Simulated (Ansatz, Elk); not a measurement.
# How far do independent atoms describe Cd2TeO?, part 2 of 2

Structure refinements treat a crystal as free atoms side by side. For a made-up structure of Cd2TeO (cell and positions from a r2SCAN relaxation) the runs below show what the calculated density changes in F(hkl).

Elk 11.2.3 (patched build); all-electron DFT.

So far: The starting structure; Ground state and structure factors; The highest occupied states alone.

The structure was built from a prototype and need not be the compound's stable phase.

## Step 4: Another functional

Level of this step: DFT, LDA (Perdew-Wang), all-electron APW+lo, Dirac cores, scalar-relativistic bands, static density, no spin (Elk).

The difference from free atoms is small, so it is set against the change that LDA (Perdew-Wang) makes.

The input, elk.in:

```
tasks
  0
  195

xctype
  3

spinpol
  .false.

rgkmax
  7.0

gmaxvr
  14.0

lmaxo
  7

lmaxapw
  8

swidth
  0.002

tshift
  .false.

ramdisk
  .false.

hmaxvr
  5.5

maxscl
  120

epspot
  1e-06

sppath
  './'

avec
  7.63281929309 -0.00000000000 -0.00000000000
  -3.81640964654 6.61021541031 0.00000000000
  -0.00000000000 0.00000000000 13.09747849779

atoms
  3
  'Te.in'
  1
  -0.0000000000 -0.0000000000 0.6496759434   0.000000 0.000000 0.000000
  'Cd.in'
  2
  -0.0000000000 -0.0000000000 0.0619659749   0.000000 0.000000 0.000000
  0.6666666667 0.3333333333 0.4380115809   0.000000 0.000000 0.000000
  'O.in'
  1
  0.6666666667 0.3333333333 0.1268465008   0.000000 0.000000 0.000000

ngridk
  6 6 4
```

Command:

```bash
> OMP_NUM_THREADS=4 elk
```

Numbers of over 12 decimals in the logs are rounded to 6 here.

The program printed:

```text
┌─────────────────────────┐
│ Elk code version 11.2.3 │
└─────────────────────────┘

All units are atomic (Hartree, Bohr, etc.)

┌─────────────────────────────────────────────────┐
│ Ground-state run starting from atomic densities │
└─────────────────────────────────────────────────┘

Lattice vectors :
   7.632819293      -0.000000000      -0.000000000
  -3.816409647       6.610215410       0.000000000
  -0.000000000       0.000000000       13.09747850

Reciprocal lattice vectors :
  0.8231801469      0.4752632794       0.000000000
[...]
atom 2                    :    46.21820455     (  0.8013471434E-03)
  species : 3 (O)
   atom 1                    :    7.072519478     ( -0.4348570803E-05)
 total in muffin-tins        :    149.3925735
 total calculated charge     :    155.9978240
 total charge                :    156.0000000
 error                       :   0.2175974979E-02

┌──────────────────────────────┐
│ Self-consistent loop stopped │
└──────────────────────────────┘

Warning : core states of species 1 leak from the muffin-tin :   0.4055270470E-03

Warning : core states of species 2 leak from the muffin-tin :   0.8013471434E-03

Wrote STATE.OUT
[key lines of the parts left out:]
total energy                :     -18048.060730336
```

Run time: 23 s. Hardware: 4 threads of Intel Xeon Platinum 8488C (Sapphire Rapids), shared host; peak memory 0.16 GiB; 75 s of CPU time.

Against the first run R = 0.03 %; the largest change is -0.050 at 110.

## Step 5: Basis size

A smaller basis shows how fast F responds to it; the change is likely larger than the basis error of the first run, but doesn't show convergence.

elk.in: that of step 4 with these lines changed.

```diff
@@ -5,3 +5,3 @@
 xctype
-  3
+  20
 
@@ -11,3 +11,3 @@
 rgkmax
-  7.0
+  5.5
```

Command:

```bash
> OMP_NUM_THREADS=4 elk
```

The program printed:

```text
┌─────────────────────────┐
│ Elk code version 11.2.3 │
└─────────────────────────┘

All units are atomic (Hartree, Bohr, etc.)

┌─────────────────────────────────────────────────┐
│ Ground-state run starting from atomic densities │
└─────────────────────────────────────────────────┘

Lattice vectors :
   7.632819293      -0.000000000      -0.000000000
  -3.816409647       6.610215410       0.000000000
  -0.000000000       0.000000000       13.09747850

Reciprocal lattice vectors :
  0.8231801469      0.4752632794       0.000000000
[...]
atom 2                    :    46.15661182     (  0.7898474957E-03)
  species : 3 (O)
   atom 1                    :    6.990409411     ( -0.2128510581E-06)
 total in muffin-tins        :    149.1684486
 total calculated charge     :    155.9980976
 total charge                :    156.0000000
 error                       :   0.1902357750E-02

┌──────────────────────────────┐
│ Self-consistent loop stopped │
└──────────────────────────────┘

Warning : core states of species 1 leak from the muffin-tin :   0.4039066600E-03

Warning : core states of species 2 leak from the muffin-tin :   0.7898474957E-03

Wrote STATE.OUT
[key lines of the parts left out:]
total energy                :     -18063.893808705
```

Elapsed: 24 s, on 4 threads; peak memory 0.19 GiB; 69 s of CPU time.

Against the first run R = 0.04 %; the largest change is +0.098 at 202.

## Step 6: Basis size

The basis and the expansions that go with it are enlarged, to see whether the differences are converged.

elk.in: that of step 5 with these lines changed.

```diff
@@ -11,12 +11,12 @@
 rgkmax
-  5.5
+  8.5
 
 gmaxvr
-  14.0
+  18.0
 
 lmaxo
-  7
+  9
 
 lmaxapw
-  8
+  10
```

Command:

```bash
> OMP_NUM_THREADS=4 elk
```

The program printed:

```text
┌─────────────────────────┐
│ Elk code version 11.2.3 │
└─────────────────────────┘

All units are atomic (Hartree, Bohr, etc.)

┌─────────────────────────────────────────────────┐
│ Ground-state run starting from atomic densities │
└─────────────────────────────────────────────────┘

Lattice vectors :
   7.632819293      -0.000000000      -0.000000000
  -3.816409647       6.610215410       0.000000000
  -0.000000000       0.000000000       13.09747850

Reciprocal lattice vectors :
  0.8231801469      0.4752632794       0.000000000
[...]
atom 2                    :    46.22322803     (  0.7900830123E-03)
  species : 3 (O)
   atom 1                    :    7.135654899     ( -0.2123111629E-06)
 total in muffin-tins        :    149.4766276
 total calculated charge     :    155.9982768
 total charge                :    156.0000000
 error                       :   0.1723206801E-02

┌──────────────────────────────┐
│ Self-consistent loop stopped │
└──────────────────────────────┘

Warning : core states of species 1 leak from the muffin-tin :   0.4037843601E-03

Warning : core states of species 2 leak from the muffin-tin :   0.7900830123E-03

Wrote STATE.OUT
[key lines of the parts left out:]
total energy                :     -18064.210131627
```

Run time: 90 s. Hardware: 4 threads; peak memory 0.38 GiB; 4.8 min of CPU time.

Against the first run R = 0.01 %; the largest change is +0.019 at 110.

## Step 7: Settings against the effect

```csv
run,R against the first run (%),"R against neutral atoms, low angle (%)",wall time
"PBE, rgkmax 7",0.00,0.19,34 s
LDA (Perdew-Wang),0.03,0.20,23 s
rgkmax 5.5,0.04,0.20,24 s
rgkmax 8.5 with larger expansions,0.01,0.19,90 s
```

## Step 8: Summary of results

| Item | Value |
| --- | --- |
| R against neutral atoms, sin θ/λ < 0.3 Å⁻¹ | 0.19 % |
| R against neutral atoms, 0.3 to 0.72 Å⁻¹ | 0.12 % |

What this shows: Independent neutral atoms miss the calculated amplitudes by R = 0.19 % below 0.3 Å⁻¹ and 0.12 % from there to 0.72 Å⁻¹; by shells, 0.16 % below 0.15 Å⁻¹ (3 forms), 0.20 % 0.15 to 0.3 (14 forms), 0.10 % 0.3 to 0.45 (25 forms), 0.12 % above 0.45 (107 forms). Bonding, aspherical density and the tables' own atoms all enter these figures, and the runs don't part them. The largest change of an amplitude is +0.33 electrons, at 002. R counts amplitudes alone; phases shift too. The window's part falls from 34.0 electrons at the origin to at most 1.56 between 0.45 and 0.72 Å⁻¹, where compact states inside the window still scatter. Below 0.3 Å⁻¹ the changes that finished (LDA (Perdew-Wang), rgkmax 5.5 and rgkmax 8.5 with larger expansions) move F by R = 0.05 % at most, against the 0.19 % that separates it from free atoms. The k-mesh has no finished test. Part of the difference isn't bonding: the tables are fits to free atoms and ions calculated by other methods than this functional. Thermal motion, anomalous dispersion and extinction are left out.

[Logs are printed without paths, hosts, clocks, repeated set-up lines and the standing remarks that a program may print on its own settings, such as how far it seeks lower states.]

[Hosts, paths, dates, database ids (printed as entryN), source tags and the programs' standing remarks are cut or masked in the printed files.]
